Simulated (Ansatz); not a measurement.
## A convergence test on SnWO4 (Pnna): k mesh of the density

Wanted: the cheapest k mesh of the density that holds the r2SCAN gap of SnWO4 (Pnna).

Calculated with Ansatz 0.2.0; DFT, r2SCAN, plane waves, PAW.

### 1. The structure

The structure is orthorhombic, space group Pnna (No. 52). Conventional cell: a = 5.627 Å, b = 11.649 Å, c = 4.997 Å, α = 90.00°, β = 90.00°, γ = 90.00°. Nearest to Sn lie 4 O at 2.18 to 2.39 Å. Nearest to W lie 6 O at 1.80 to 2.14 Å. O has 2 W at 1.80 to 2.14 Å nearest. Nearest to O lie 1 W at 1.89 Å and 2 Sn at 2.18 to 2.39 Å. Farther neighbours and most contacts between anions are not listed.

The cell and positions come from the Crystallography Open Database and are kept as given unless a step says otherwise. Spin-orbit coupling is left out unless a step names it. The default PAW set here is soft_2. Its files were made with PBE.

### 2. k mesh of the density: 2×1×2

Contents of input.yaml:

```yaml
crystal:
  lattice:
    - [5.627, 0.0, 0.0]
    - [0.0, 11.6486, 0.0]
    - [0.0, 0.0, 4.9973]
  atoms:
    - { symbol: Sn, position: [0.25, 0.0, 0.2196] }
    - { symbol: Sn, position: [0.25, 0.5, 0.2804] }
    - { symbol: Sn, position: [0.75, 0.0, 0.7804] }
    - { symbol: Sn, position: [0.75, 0.5, 0.7196] }
    - { symbol: W, position: [0.6677, 0.25, 0.25] }
    - { symbol: W, position: [0.8323, 0.75, 0.25] }
    - { symbol: W, position: [0.3323, 0.75, 0.75] }
    - { symbol: W, position: [0.1677, 0.25, 0.75] }
    - { symbol: O, position: [0.3765, 0.2987, 0.9988] }
    - { symbol: O, position: [0.1235, 0.7013, 0.9988] }
    - { symbol: O, position: [0.3765, 0.2013, 0.5012] }
    - { symbol: O, position: [0.1235, 0.7987, 0.5012] }
    - { symbol: O, position: [0.6235, 0.7013, 0.0012] }
    - { symbol: O, position: [0.8765, 0.2987, 0.0012] }
    - { symbol: O, position: [0.6235, 0.7987, 0.4988] }
    - { symbol: O, position: [0.8765, 0.2013, 0.4988] }
    - { symbol: O, position: [0.1019, 0.3961, 0.6037] }
    - { symbol: O, position: [0.3981, 0.6039, 0.6037] }
    - { symbol: O, position: [0.1019, 0.1039, 0.8963] }
    - { symbol: O, position: [0.3981, 0.8961, 0.8963] }
    - { symbol: O, position: [0.8981, 0.6039, 0.3963] }
    - { symbol: O, position: [0.6019, 0.3961, 0.3963] }
    - { symbol: O, position: [0.8981, 0.8961, 0.1037] }
    - { symbol: O, position: [0.6019, 0.1039, 0.1037] }
kpoints:
  mp_grid: { grid: [2, 1, 2] }
  band_path:
    path:
      - [0.0, 0.0, 0.0]
      - [0.5, 0.0, 0.0]
      - [0.5, 0.5, 0.0]
      - [0.0, 0.5, 0.0]
      - [0.0, 0.0, 0.5]
      - [0.5, 0.0, 0.5]
      - [0.5, 0.5, 0.5]
      - [0.0, 0.5, 0.5]
      - [0.0, 0.0, 0.25]
      - [0.0, 0.4, 0.0]
    npoints: 1
hamiltonian:
  xc: r2scan
scf:
  occupations: { method: fixed }
  n_extra_bands: 12
output:
  eigenvalues: true
  forces: true
  stress: true
```

Started as:

```sh
ansatz run input.yaml --threads 24 --pin off --max-ram 82944MiB --backend cuda --events-out ev --progress --plain --runs-dir out --devices 1 --max-vram 78GiB
```

Numbers of over 12 decimals in the logs are rounded to 6 here.

What it wrote:

```text
scf.n_extra_bands = 12 over 104 filled bands (N_el = 208.0): the run solves 116 bands
GPUs: using 1 of 1 available (devices: 1).
Engine: ansatz 0.2.0, aarch64-unknown-linux-gnu
Pseudopotentials: kind: paw
Pseudopotential: Sn, paw, valence charge 14, recommended cutoff 500 eV (meta_gga), Sn.paw.azcp
Pseudopotential: W, paw, valence charge 14, recommended cutoff 500 eV (meta_gga), W.paw.azcp
Pseudopotential: O, paw, valence charge 6, recommended cutoff 500 eV (meta_gga), O.paw.azcp
Functional definition: r2SCAN
  parameter k0 = 0.174
  parameter k1 = 0.065
  parameter a1 = 4.9479
  exchange = r2scan_x(k0 = k0, k1 = k1, a1 = a1)
  correlation = r2scan_c
[...]
Crystal: 24 atoms, lattice volume = 327.556 Å³
Basis set: ecut = 500 eV, 8317 PW (Γ), exchange–correlation on 180×360×160 points (64 copies of the dense FFT grid, shifted against one another)
Bands: 116, of which v1, the nominal top of the filled ones, is band 104 counted from 1 (103 counted from 0)
Symmetry: 8 space group operations
Space group: Pnna (ITA 52), of the structure as read, at distance tolerance 6.9e-5 Å
k-points: 4
Non-local potential: Sn, projectors of the file, l = 0: 2, l = 1: 2, l = 2: 2, l = 3: 2
Non-local potential: W, projectors of the file, l = 0: 3, l = 1: 2, l = 2: 2, l = 3: 1
Non-local potential: O, projectors of the file, l = 0: 2, l = 1: 2, l = 2: 1
PAW form: soft (Blöchl's): semilocal exchange-correlation on the pseudo side does not see the compensation charge
PAW frozen core: Sn, regenerated for the run's functional (the file was generated under x = pbe(κ = 0.804, μ = 0.219515), c = pbe(β = 0.066725))
PAW frozen core: W, regenerated for the run's functional (the file was generated under x = pbe(κ = 0.804, μ = 0.219515), c = pbe(β = 0.066725))
PAW frozen core: O, regenerated for the run's functional (the file was generated under x = pbe(κ = 0.804, μ = 0.219515), c = pbe(β = 0.066725))
PAW one-centre angular grid: Sn, 590 points (default); XC on 249 of its mesh's 2787 points in the sphere
PAW one-centre angular grid: W, 590 points (default); XC on 160 Gauss nodes
PAW one-centre angular grid: O, 302 points (default); XC on 160 Gauss nodes
Initial density: superposition of atomic densities (neutral atoms: chi_scale 0, normalization atom), corrected by the library's trained network
Initial wavefunctions: pseudopotential atomic-orbital guess
[...]
Functional: x = r2scan, c = r2scan; τ floored in thin density (d = 2e-4 eV/Å³)
SCF iter   1: F=—  HF=-74847.654588 eV  |F-HF|=—  |Δ(HF+E_count)|=         —  Δρ=1.17e-2  dr2=5.47e-1  dr2_τ=1.44e0  ethr=1.77e-3  ⟨swp⟩=5.0  Hψ=1552  notcnv=0  defer=37
preconditioner: auto → Resta (q_TF=auto, 2.529 Å⁻¹)  ε∞=4.9  [insulator: Δε(μ)=1.735 eV  Ē_g=13.727 eV  n_scr=84 (ndim 8)  ℏωp=27.2 eV  f_vac=0.037  ε∞_Penn≈4.9]
SCF iter   2: F=—  HF=-74847.925578 eV  |F-HF|=—  |Δ(HF+E_count)|=   2.71e-1  Δρ=6.07e-3  dr2=4.74e-2  dr2_τ=3.71e-2  ethr=2.63e-4  ⟨swp⟩=2.0  Hψ=835  notcnv=0  defer=40
SCF iter   3: F=—  HF=-74847.930464 eV  |F-HF|=—  |Δ(HF+E_count)|=   4.89e-3  Δρ=3.02e-3  dr2=1.83e-2  dr2_τ=1.34e-3  ethr=2.28e-5  ⟨swp⟩=2.0  Hψ=675  notcnv=0  defer=40
SCF iter   4: F=—  HF=-74847.931602 eV  |F-HF|=—  |Δ(HF+E_count)|=   1.14e-3  Δρ=5.46e-4  dr2=8.20e-4  dr2_τ=1.20e-4  ethr=8.81e-6  ⟨swp⟩=2.0  Hψ=678  notcnv=0  defer=40
SCF iter   5: F=—  HF=-74847.931628 eV  |F-HF|=—  |Δ(HF+E_count)|=   2.63e-5  Δρ=1.79e-4  dr2=9.84e-5  dr2_τ=1.08e-5  ethr=3.94e-7  ⟨swp⟩=2.0  Hψ=700  notcnv=0  defer=30
SCF iter   6: F=—  HF=-74847.931255 eV  |F-HF|=—  |Δ(HF+E_count)|=   3.73e-4  Δρ=1.28e-4  dr2=5.11e-5  dr2_τ=6.16e-6  ethr=4.73e-8  ⟨swp⟩=2.0  Hψ=704  notcnv=0  defer=28
SCF iter   7: F=—  HF=-74847.931248 eV  |F-HF|=—  |Δ(HF+E_count)|=   6.97e-6  Δρ=2.21e-5  dr2=1.48e-6  dr2_τ=1.56e-7  ethr=2.46e-8  ⟨swp⟩=2.0  Hψ=682  notcnv=0  defer=28
SCF iter   8: F=—  HF=-74847.931249 eV  |F-HF|=—  |Δ(HF+E_count)|=   6.79e-7  Δρ=6.69e-6  dr2=1.56e-7  dr2_τ=1.50e-8  ethr=7.10e-10  ⟨swp⟩=2.0  Hψ=732  notcnv=0  defer=28
[...]
SCF 1 converged in 9 iterations: F = -74847.931249 eV  dr2 = 4.58e-9
[...]
SCF converged after 9 iterations
[...]
-0.903721       0.000000       0.000000
        0.000000      -0.325094       0.000000
        0.000000       0.000000       0.027578
  P = ⅓ Tr σ = -0.4004 GPa (-4.004 kbar)
--- Band table (eV) ---
  k-point 0: bands = ["-68.5549", "-68.5549", "-68.5532", "-68.5532", "-32.2696", "-32.2696", "-32.2349", "-32.2349", "-32.2061", "-32.2061", "-32.1494", "-32.1494", "-32.0856", "-32.0855", "-32.0725", "-32.0725", "-12.3016", "-12.2386", "-12.2333", "-12.2165", "-12.1843", "-12.1523", "-12.0083", "-12.0013", "-11.9829", "-11.9783", "-11.9782", "-11.9780", "-11.9285", "-11.9254", "-11.9090", "-11.9077", "-11.8765", "- [...]
  k-point 1: bands = ["-68.5540", "-68.5540", "-68.5540", "-68.5540", "-32.2383", "-32.2383", "-32.2383", "-32.2383", "-32.1921", "-32.1921", "-32.1921", "-32.1921", "-32.0797", "-32.0797", "-32.0796", "-32.0796", "-12.2596", "-12.2596", "-12.2438", "-12.2438", "-12.1692", "-12.1692", "-11.9978", "-11.9978", "-11.9855", "-11.9855", "-11.9774", "-11.9774", "-11.9237", "-11.9237", "-11.9067", "-11.9067", "-11.8896", "- [...]
  k-point 2: bands = ["-68.5540", "-68.5540", "-68.5540", "-68.5540", "-32.2375", "-32.2375", "-32.2375", "-32.2375", "-32.1925", "-32.1925", "-32.1925", "-32.1925", "-32.0796", "-32.0796", "-32.0795", "-32.0795", "-12.3059", "-12.3059", "-12.2307", "-12.2307", "-12.0599", "-12.0599", "-12.0320", "-12.0320", "-11.9872", "-11.9872", "-11.9802", "-11.9802", "-11.9253", "-11.9253", "-11.9220", "-11.9220", "-11.8978", "- [...]
  k-point 3: bands = ["-68.5540", "-68.5540", "-68.5540", "-68.5540", "-32.2610", "-32.2610", "-32.2610", "-32.2610", "-32.1709", "-32.1709", "-32.1709", "-32.1709", "-32.0778", "-32.0778", "-32.0777", "-32.0777", "-12.3253", "-12.3253", "-12.2454", "-12.2454", "-12.0542", "-12.0542", "-12.0313", "-12.0313", "-11.9873", "-11.9873", "-11.9817", "-11.9817", "-11.9218", "-11.9218", "-11.9191", "-11.9191", "-11.8927", "- [...]
```

It took 1.7 s on 1 × NVIDIA GB200 (shared by 2 runs) with 24 threads of Arm Neoverse V2, shared host; peak memory 1.5 GiB.

In the SCF lines HF is the Harris–Foulkes energy and dr2 the Hartree energy of the density residual, in eV; the loop may stop once dr2 is under the threshold and the program's other checks hold. Hψ counts applications of the Hamiltonian.

This step gave:

```yaml
pressure: -0.4004 GPa
gap: 1.508 eV
valence_top_at: k = (0.000, 0.000, 0.250)
conduction_bottom_at: Γ
least_direct_gap: 1.564 eV
```

The gap is indirect, with the least direct gap 0.06 eV higher.

### 3. k mesh of the density: 2×2×2

input.yaml: that of step 2 with these lines changed.

```diff
@@ -31,3 +31,3 @@
 kpoints:
-  mp_grid: { grid: [2, 1, 2] }
+  mp_grid: { grid: [2, 2, 2] }
   band_path:
```

What it wrote:

```text
[...]
GPUs: using 1 of 1 available (devices: 1).
[...]
Crystal: 24 atoms, lattice volume = 327.556 Å³
Basis set: ecut = 500 eV, 8317 PW (Γ), exchange–correlation on 180×360×160 points (64 copies of the dense FFT grid, shifted against one another)
Bands: 116, of which v1, the nominal top of the filled ones, is band 104 counted from 1 (103 counted from 0)
[... 1 set-up line as in the run before ...]
[...]
k-points: 8
[...]
SCF iter   8: F=—  HF=-74847.964450 eV  |F-HF|=—  |Δ(HF+E_count)|=   6.73e-7  Δρ=6.59e-6  dr2=1.51e-7  dr2_τ=1.46e-8  ethr=6.96e-10  ⟨swp⟩=2.0  Hψ=1478  notcnv=0  defer=60
[...]
SCF 1 converged in 9 iterations: F = -74847.964450 eV  dr2 = 4.53e-9
[...]
SCF converged after 9 iterations
[...]
0.000000      -0.340202       0.000000
        0.000000       0.000000       0.012347
  P = ⅓ Tr σ = -0.4245 GPa (-4.245 kbar)
--- Band table (eV; the first three rows and the last of 8) ---
[...]
```

It took 1.9 s on 1 × NVIDIA GB200 (shared by 2 runs) with 24 threads; peak memory 1.6 GiB.

Numbers from this step:

```yaml
pressure: -0.4245 GPa
gap: 1.507 eV
valence_top_at: k = (0.000, 0.000, 0.250)
conduction_bottom_at: Γ
least_direct_gap: 1.564 eV
```

The gap is 1.507 eV, −0.001 eV from the run before at this level.

### 4. k mesh of the density: 4×2×6 (the default)

input.yaml: that of step 3 with these lines changed.

```diff
@@ -31,16 +31,10 @@
 kpoints:
-  mp_grid: { grid: [2, 2, 2] }
+  mp_grid: { grid: [4, 2, 6] }
   band_path:
     path:
-      - [0.0, 0.0, 0.0]
-      - [0.5, 0.0, 0.0]
-      - [0.5, 0.5, 0.0]
-      - [0.0, 0.5, 0.0]
-      - [0.0, 0.0, 0.5]
-      - [0.5, 0.0, 0.5]
-      - [0.5, 0.5, 0.5]
-      - [0.0, 0.5, 0.5]
-      - [0.0, 0.0, 0.25]
-      - [0.0, 0.4, 0.0]
-    npoints: 1
+      - [[0.0, 0.0, 0.0], [0.5, 0.0, 0.0], [0.5, 0.5, 0.0], [0.0, 0.5, 0.0], [0.0, 0.0, 0.0], [0.0, 0.0, 0.5], [0.5, 0.0, 0.5], [0.5, 0.5, 0.5], [0.0, 0.5, 0.5], [0.0, 0.0, 0.5]]
+      - [[0.5, 0.0, 0.0], [0.5, 0.0, 0.5]]
+      - [[0.0, 0.5, 0.0], [0.0, 0.5, 0.5]]
+      - [[0.5, 0.5, 0.0], [0.5, 0.5, 0.5]]
+    npoints: 10
 hamiltonian:
@@ -48,3 +42,3 @@
 scf:
-  occupations: { method: fixed }
+  occupations: { method: fermi_dirac, width: 0.02 }
   n_extra_bands: 12
```

What it wrote:

```text
[...]
GPUs: using 1 of 1 available (devices: 1).
[...]
Crystal: 24 atoms, lattice volume = 327.556 Å³
Basis set: ecut = 500 eV, 8317 PW (Γ), exchange–correlation on 180×360×160 points (64 copies of the dense FFT grid, shifted against one another)
Bands: 116, of which v1, the nominal top of the filled ones, is band 104 counted from 1 (103 counted from 0)
[... 1 set-up line as in the run before ...]
[...]
SCF iter   8: F=—  HF=-74847.983086 eV  |F-HF|=—  |Δ(HF+E_count)|=   6.64e-7  Δρ=6.07e-6  dr2=1.24e-7  dr2_τ=1.39e-8  ethr=6.45e-10  ⟨swp⟩=2.0  Hψ=4406  notcnv=0  defer=185
[...]
SCF 1 converged in 9 iterations: F = -74847.983086 eV  dr2 = 5.03e-9
[...]
SCF converged after 9 iterations
[...]
0.000000      -0.464531       0.000000
        0.000000       0.000000       0.107798
  P = ⅓ Tr σ = -0.3902 GPa (-3.902 kbar)
--- Band table (eV; the first three rows and the last of 24) ---
[...]
```

It took 4.4 s on 1 × NVIDIA GB200 (shared by 2 runs) with 24 threads; peak memory 1.6 GiB; 22 s of CPU time.

This step gave:

```yaml
pressure: -0.3902 GPa
gap: 1.505 eV
valence_top_at: k = (0.000, 0.000, 0.250)
conduction_bottom_at: Γ
least_direct_gap: 1.561 eV
```

The gap is 1.505 eV, −0.002 eV from the run before at this level.

### 5. k mesh of the density: 6×4×8

input.yaml: that of step 4 with these lines changed.

```diff
@@ -31,10 +31,16 @@
 kpoints:
-  mp_grid: { grid: [4, 2, 6] }
+  mp_grid: { grid: [6, 4, 8] }
   band_path:
     path:
-      - [[0.0, 0.0, 0.0], [0.5, 0.0, 0.0], [0.5, 0.5, 0.0], [0.0, 0.5, 0.0], [0.0, 0.0, 0.0], [0.0, 0.0, 0.5], [0.5, 0.0, 0.5], [0.5, 0.5, 0.5], [0.0, 0.5, 0.5], [0.0, 0.0, 0.5]]
-      - [[0.5, 0.0, 0.0], [0.5, 0.0, 0.5]]
-      - [[0.0, 0.5, 0.0], [0.0, 0.5, 0.5]]
-      - [[0.5, 0.5, 0.0], [0.5, 0.5, 0.5]]
-    npoints: 10
+      - [0.0, 0.0, 0.0]
+      - [0.5, 0.0, 0.0]
+      - [0.5, 0.5, 0.0]
+      - [0.0, 0.5, 0.0]
+      - [0.0, 0.0, 0.5]
+      - [0.5, 0.0, 0.5]
+      - [0.5, 0.5, 0.5]
+      - [0.0, 0.5, 0.5]
+      - [0.0, 0.0, 0.25]
+      - [0.0, 0.4, 0.0]
+    npoints: 1
 hamiltonian:
@@ -42,3 +48,3 @@
 scf:
-  occupations: { method: fermi_dirac, width: 0.02 }
+  occupations: { method: fixed }
   n_extra_bands: 12
```

What it wrote:

```text
[...]
GPUs: using 1 of 1 available (devices: 1).
[...]
Crystal: 24 atoms, lattice volume = 327.556 Å³
Basis set: ecut = 500 eV, 8317 PW (Γ), exchange–correlation on 180×360×160 points (64 copies of the dense FFT grid, shifted against one another)
Bands: 116, of which v1, the nominal top of the filled ones, is band 104 counted from 1 (103 counted from 0)
[... 1 set-up line as in the run before ...]
[...]
SCF iter   8: F=—  HF=-74847.983270 eV  |F-HF|=—  |Δ(HF+E_count)|=   6.60e-7  Δρ=6.37e-6  dr2=1.36e-7  dr2_τ=1.50e-8  ethr=6.82e-10  ⟨swp⟩=2.0  Hψ=11009  notcnv=0  defer=480
[...]
SCF 1 converged in 9 iterations: F = -74847.983270 eV  dr2 = 6.09e-9
[...]
SCF converged after 9 iterations
[...]
0.000000      -0.464263       0.000000
        0.000000       0.000000       0.107712
  P = ⅓ Tr σ = -0.3905 GPa (-3.905 kbar)
--- Band table (eV; the first three rows and the last of 60) ---
[...]
```

Elapsed: 3.5 s, on 1 × NVIDIA GB200 (shared by 2 runs) with 24 threads; peak memory 1.5 GiB.

Numbers from this step:

| Quantity | Value |
| --- | --- |
| pressure | -0.3905 GPa |
| gap | 1.505 eV |
| valence top at | k = (0.000, 0.000, 0.250) |
| conduction bottom at | Γ |
| least direct gap | 1.562 eV |

The gap is 1.505 eV, as in the run before at this level.

### 6. The series

Differences are against the last row; a negative gap means that bands overlap, and a run with a band path holds that path's time. Times are wall times on 1 × NVIDIA GB200 (shared by 2 runs) with 24 threads of Arm Neoverse V2, shared host, good to a factor of about two.

```csv
k mesh of the density,gap (eV),direct gap (eV),gap error (eV),energy error (meV/atom),irreducible k,time
2×1×2,1.508,1.564,+0.003,+2.2,4,1.7 s
2×2×2,1.507,1.564,+0.002,+0.8,8,1.9 s
4×2×6,1.505,1.561,−0.0001,+0.0,24,4.4 s
6×4×8,1.505,1.562,+0.000,+0.0,60,3.5 s
```

### 7. Outcome

```json
{
 "2×1×2": "1.508 eV",
 "2×2×2": "1.507 eV",
 "4×2×6": "1.505 eV",
 "6×4×8": "1.505 eV"
}
```

The gap holds to 0.02 eV from 2×1×2 on, the cheapest setting tried. At 2×1×2 the gap is off by +0.003 eV and the energy by +2 meV/atom. The gap is read over the mesh and added points near the edges, so meshes differ mainly through the density and, for a hybrid, the exchange operator.

[Paths, hosts, dates, memory and timing lines, banners, echoed tables and standing remarks are left out of the program output.]

[Logs are printed without paths, hosts, clocks, repeated set-up lines and the standing remarks that a program may print on its own settings, such as how far it seeks lower states.]

[Runs of the session that timed out or met a known fault of the program may be left out.]

[Cells called generated may have been cut or substituted from an entry of the Crystallography Open Database or the Materials Project.]

[Hosts, paths, dates, database ids (printed as entryN), source tags and the programs' standing remarks are cut or masked in the printed files.]
